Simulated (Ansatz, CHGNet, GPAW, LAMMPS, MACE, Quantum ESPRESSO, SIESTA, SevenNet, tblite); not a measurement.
**tblite on glassy 75Sc2O3-25SiO2 (mol %) (72 atoms): settings against a plane-wave reference**

How near does tblite come to plane waves for glassy 75Sc2O3-25SiO2 (mol %) (72 atoms)?

Program: tblite 0.8.0. Level of theory: the method is named at each step. Results are calculated unless marked as measured.

### 1. Set-up

The cell holds 72 atoms: 24 Sc, 4 Si and 44 O. Cell: a = 9.740 Å, b = 9.740 Å, c = 9.740 Å, α = 90.0°, β = 90.0°, γ = 90.0°. 72 atoms (24 Sc, 4 Si, 44 O) placed at random at 3.36 g/cm³, melted at 4000 K for 10 ps at fixed volume with the Morse and Coulomb pair potential with partial charges (Pedone, Malavasi, Menziani, Cormack and Segre, J. Phys. Chem. B 110, 11780 (2006)). Quenched from 4000 K to 300 K at 20 K/ps and fixed volume, held 10 ps at zero pressure.

The yardstick, on the same geometry:

```
method                                           : Kohn-Sham DFT, PBE, PAW, plane waves (Ansatz 0.2.0); cutoff 420 eV, Γ point, fermi-dirac smearing of 0.05 eV; PAW set soft_2
r.m.s. force component                           : 0.8481 eV/Å
longest force                                    : 3.788 eV/Å
pressure                                         : 0.2774 GPa
gap (highest filled to lowest empty level) : 2.694 eV
SCF cycles                                       : 10
time                                             : 18 s on 4 threads of Arm Neoverse V1, shared host
CPU time                                         : 59 s
```

### 2. GFN1-xTB

Method: GFN1-xTB tight binding, diagonalisation.

run.py reads:

```python
import numpy as np
from ase.io import read
from tblite.ase import TBLite

atoms = read("structure.xyz")
atoms.calc = TBLite(method="GFN1-xTB", electronic_temperature=580, accuracy=1.0, max_iterations=250, mixer_damping=0.4, verbosity=1)
energy = atoms.get_potential_energy()
forces = atoms.get_forces()
print(f"energy {energy:.6f} eV")
print("forces (eV/A)")
for i, (a, f) in enumerate(zip(atoms, forces)):
    print(f"{i:4d} {a.symbol:2s} {f[0]:10.5f} {f[1]:10.5f} {f[2]:10.5f}")
stress = -atoms.get_stress(voigt=False) * 160.21766
print("stress (GPa, compression positive)")
for row in stress:
    print(" ".join(f"{x:10.4f}" for x in row))
print("charges (e)")
print(np.array2string(atoms.get_charges(), precision=4, suppress_small=True, max_line_width=110, threshold=100000))
```

structure.xyz reads:

```xyz
72
Lattice="9.74015 0.00000 0.00000 0.00000 9.74015 0.00000 0.00000 0.00000 9.74015" Properties=species:S:1:pos:R:3 pbc="T T T"
Sc 2.97980 2.73464 1.98017
Sc 4.77297 6.51100 0.34802
Sc 0.62162 6.22990 7.37154
Sc 3.14772 4.41005 8.80948
Sc 5.26621 5.39010 3.17539
Sc 7.31213 8.67643 2.30374
Sc 5.48663 2.49504 6.91570
Sc 2.19621 9.56639 6.43434
Sc 7.79446 6.71846 9.54476
Sc 8.65276 8.40663 6.02331
Sc 5.13111 9.31246 5.35923
Sc 6.16347 1.68602 3.65148
Sc 3.54551 0.62035 9.20707
Sc 2.61796 3.64535 5.73666
Sc 1.74105 6.66596 1.64901
Sc 0.31246 8.93211 9.67811
Sc 3.02724 6.95067 4.67206
Sc 5.74260 5.66692 6.65876
Sc 4.04275 9.01568 2.24316
Sc 0.96798 2.10748 8.43507
Sc 1.18002 9.30438 3.35821
Sc 6.00052 2.74828 0.69837
Sc 9.64051 2.03433 5.55909
Sc 6.02146 9.17853 8.50539
Si 8.22916 6.11457 4.24826
Si 8.77607 1.37930 1.65670
Si 8.15406 3.87931 8.03533
Si 0.29308 3.99171 3.14617
O 4.82430 4.41024 0.30759
O 6.84499 4.00155 7.11450
O 7.17956 1.43599 1.78449
O 9.37158 2.67698 2.46309
O 1.95884 1.46940 3.08734
O 4.29093 1.27830 1.44544
O 1.63362 0.19441 8.46361
O 4.71248 8.66786 0.31305
O 5.47396 3.44344 2.71283
O 2.55387 2.60656 9.61285
O 9.14473 0.04870 2.40416
O 1.28239 7.16437 3.53041
O 8.01858 7.68556 3.95869
O 6.84869 9.18993 6.65496
O 9.65551 7.02080 0.81506
O 5.82997 9.36369 3.36999
O 9.64314 1.26038 0.31655
O 1.81235 1.87595 6.47428
O 6.76122 5.48234 4.61488
O 5.50299 1.58979 8.71140
O 7.62761 3.34097 9.46528
O 0.86921 3.61136 4.59813
O 1.49687 4.49469 2.19894
O 9.38123 8.06348 7.86186
O 3.55759 4.93514 4.44716
O 1.99848 7.47138 6.35116
O 7.60530 8.80831 0.12214
O 9.16480 2.84841 7.40485
[... 12 atom lines left out ...]
O 6.53720 6.69314 1.60381
O 8.92032 5.09030 3.31847
O 0.42720 9.59979 5.31851
O 4.86813 1.68962 5.19462
```

Run with:

```
> OMP_NUM_THREADS=1 python run.py > output.txt
```

What it wrote:

```text
------------------------------------------------------------
  cycle        total energy    energy error   density error
------------------------------------------------------------
      1     -217.9516206819  -2.1803160E+02   1.1772493E+00
      2     -224.3604845646  -6.4088639E+00   1.1929381E+00
      3     -118.4099231370   1.0595056E+02   2.1015401E+00
      4     -230.9436562839  -1.1253373E+02   6.9177940E-01
      5     -236.2308981986  -5.2872419E+00   5.4760680E-01
      6     -238.6372857669  -2.4063876E+00   4.0427882E-01
      7     -240.7937621507  -2.1564764E+00   3.3300078E-01
      8     -242.0630562162  -1.2692941E+00   2.4906825E-01
      9     -242.6348576549  -5.7180144E-01   1.7737572E-01
     10     -243.0459103833  -4.1105273E-01   1.1160303E-01
     11     -243.0977577323  -5.1847349E-02   5.8503895E-02
     12     -243.1325070945  -3.4749362E-02   4.7273549E-02
     13     -243.1858555497  -5.3348455E-02   4.6245462E-02
     14     -243.2037440031  -1.7888453E-02   3.7714839E-02
     15     -243.2414509930  -3.7706990E-02   2.6606533E-02
     16     -243.2651648341  -2.3713841E-02   2.0939863E-02
     17     -243.2697454099  -4.5805758E-03   1.9134873E-02
     18     -243.2729256985  -3.1802887E-03   1.7389709E-02
     19     -243.2797591557  -6.8334572E-03   1.3491268E-02
     20     -243.2845138612  -4.7547055E-03   9.6631544E-03
     21     -243.2866321227  -2.1182614E-03   6.8461633E-03
     22     -243.2874781732  -8.4605050E-04   4.6140204E-03
     23     -243.2881124472  -6.3427409E-04   2.4807268E-03
     24     -243.2883015773  -1.8913003E-04   1.2483990E-03
     25     -243.2883573920  -5.5814765E-05   5.5756828E-04
     26     -243.2883675291  -1.0137091E-05   3.4127673E-04
     27     -243.2883733881  -5.8589767E-06   1.9382394E-04
     28     -243.2883747765  -1.3883653E-06   6.4460991E-05
     29     -243.2883749230  -1.4649129E-07   3.5867928E-05
     30     -243.2883749760  -5.3004413E-08   1.9521225E-05
------------------------------------------------------------
 total:                                   4.742 sec
energy -6620.213887 eV
forces (eV/A)
   0 Sc    0.11142   -0.24939    0.52340
   1 Sc   -0.45748    0.57276    0.40555
   2 Sc    0.30731    0.58299   -0.13369
   3 Sc    0.60181    0.33131    0.26270
   4 Sc    0.17227    0.07327   -0.11435
   5 Sc    0.48582   -0.70051   -0.78564
   6 Sc   -0.00516   -0.46619   -0.13656
   7 Sc    0.62662   -0.31118   -0.09020
   8 Sc    0.50717    0.26024    0.33117
   9 Sc    0.20386   -0.08673   -0.12755
  10 Sc   -0.50230   -0.42053   -0.08815
  11 Sc    0.17170    0.04366   -0.16001
  12 Sc    0.22403    0.22622    0.72203
  13 Sc    0.40016   -0.10023   -0.32846
  14 Sc   -0.31992   -0.04931    0.36245
  15 Sc   -0.25752   -0.37861    0.30367
  16 Sc   -0.16802   -0.10246   -0.06820
  17 Sc   -0.25473    0.09860   -0.38957
  18 Sc   -0.50794    0.02953   -0.27436
  19 Sc   -0.02964    0.41661    0.14857
  20 Sc    0.48198    0.50137    0.12374
  21 Sc   -0.34382   -0.00701    0.02816
  22 Sc   -0.34813   -0.51379   -0.83610
  23 Sc    0.47000   -0.36833    0.09870
[...]
64 O    -0.29275    0.35014    0.57797
  65 O    -0.13256   -0.13014    0.46049
  66 O     0.00047    0.21450    0.12980
  67 O    -0.37566   -0.36399    0.14454
  68 O     0.39984   -0.45854    0.29294
  69 O    -0.06823   -0.00844   -1.71987
  70 O    -0.60579    0.29395   -0.16730
  71 O    -0.04106    0.64851   -0.04402
stress (GPa, compression positive)
    5.3923    -1.3294    -0.1305
   -1.3294     4.7966     0.1838
   -0.1305     0.1838     3.9113
charges (e)
[ 0.7791  0.7759  0.8143  0.7592  0.8102  0.8103  0.7863  0.7986  0.795   0.8075  0.7974  0.7888  0.788
  0.8083  0.7946  0.8094  0.7721  0.82    0.7936  0.7815  0.7975  0.8132  0.7967  0.7997  0.6345  0.6497
  0.6231  0.6339 -0.5679 -0.3918 -0.396  -0.2417 -0.5307 -0.5454 -0.54   -0.5411 -0.5452 -0.5546 -0.4014
 -0.5274 -0.388  -0.5477 -0.5583 -0.5552 -0.3807 -0.5698 -0.4019 -0.5437 -0.4078 -0.3865 -0.3827 -0.5579
 -0.5538 -0.5401 -0.5462 -0.3777 -0.5484 -0.547  -0.5531 -0.3845 -0.556  -0.5571 -0.4235 -0.5475 -0.5412
 -0.5532 -0.5646 -0.5454 -0.5479 -0.1987 -0.5465 -0.5425]
```

Wall time 5.5 s (1 thread of Arm Neoverse V1, shared host); peak memory 0.12 GiB.

Banners, paths, timers and routine set-up lines are dropped from the logs unmarked, and long logs keep their key lines alone; longer cuts are marked.

Compared with the plane-wave run:

```yaml
r_m_s_force_component: 0.6725 eV/Å
r_m_s_difference_of_force_components: 566.5 meV/Å
longest_difference_of_force_vectors: 2909 meV/Å
force_difference_over_r_m_s_force: 66.79 %
slope_of_forces_against_the_reference_s: 0.5913
correlation_of_force_components: 0.7457
pressure: 4.7 GPa
pressure_difference: 4.423 GPa
```

Length of the force difference by element (eV/Å):

```csv
element,atoms,mean,most
O,44,0.67,1.3
Sc,24,1.0,2.3
Si,4,1.8,2.9
```

Local excerpt of 9 atoms (numbers count through the whole input) about O70, whose charge lies farthest from its element's mean; x, y, z are measured from there.

```csv
atom,x,y,z,distance (Å),bonds,Mulliken charge (e),Fx,Fy,Fz (eV/Å)
O70,0.00,0.00,0.00,0.00,2,-0.20,-0.07,-0.01,-1.72
Si25,-0.69,1.02,0.93,1.55,4,0.63,-2.02,2.24,3.95
Si28,1.11,-1.10,-0.17,1.57,4,0.63,2.26,-1.79,-0.63
O47,-2.16,0.39,1.30,2.55,3,-0.40,-0.76,-0.50,-0.04
O50,1.69,-1.48,1.28,2.58,3,-0.39,-0.24,-0.15,0.93
O32,0.45,-2.41,-0.86,2.60,2,-0.24,-0.57,0.45,-0.10
O51,2.32,-0.60,-1.12,2.64,3,-0.38,0.71,0.33,-0.86
O63,0.04,1.23,2.42,2.71,3,-0.42,0.50,-0.77,-0.06
O41,-0.90,2.60,0.64,2.82,3,-0.39,0.06,1.45,-1.26
```

Atoms are counted from 1 here, from 0 in the log.

Forces lie 67 % from the reference's, at 0.092 times its CPU time (on 1 against 4 cores).

### 3. What came out

```yaml
force_difference_from_the_reference: tblite GFN1-xTB, 67 %
its_cpu_time: 5.5 s
```

What this shows: Tight binding differs by 67 % (tblite GFN1-xTB); it is another model, with fitted parameters of its own, and the xTB methods hold dispersion. One electronic-structure run takes under half the reference's CPU time: tblite GFN1-xTB, at 67 % in 5.5 s against 59 s, too far off to be of use; its pressure misses by +4.4 GPa. Periodic xTB results under one method name differ between programs and library versions. The quench rate of 20 K/ps is many orders above laboratory rates, so the cell is likely richer in defects and strain than a real sample. The network of bonds at the start is that of the classical potential that made the cell, and needn't be the one that DFT or experiment would give. The electronic-structure runs sample only Γ, in a cell whose shortest periodic width is 10 Å.

[Also dropped from logs without a mark: logging warnings of Python, and SIESTA's first energy breakdown and zero terms.]

[Logs are printed without paths, hosts, clocks, repeated set-up lines and the standing remarks that a program may print on its own settings, such as how far it seeks lower states.]

[Hosts, paths, dates, database ids (printed as entryN), source tags and the programs' standing remarks are cut or masked in the printed files.]
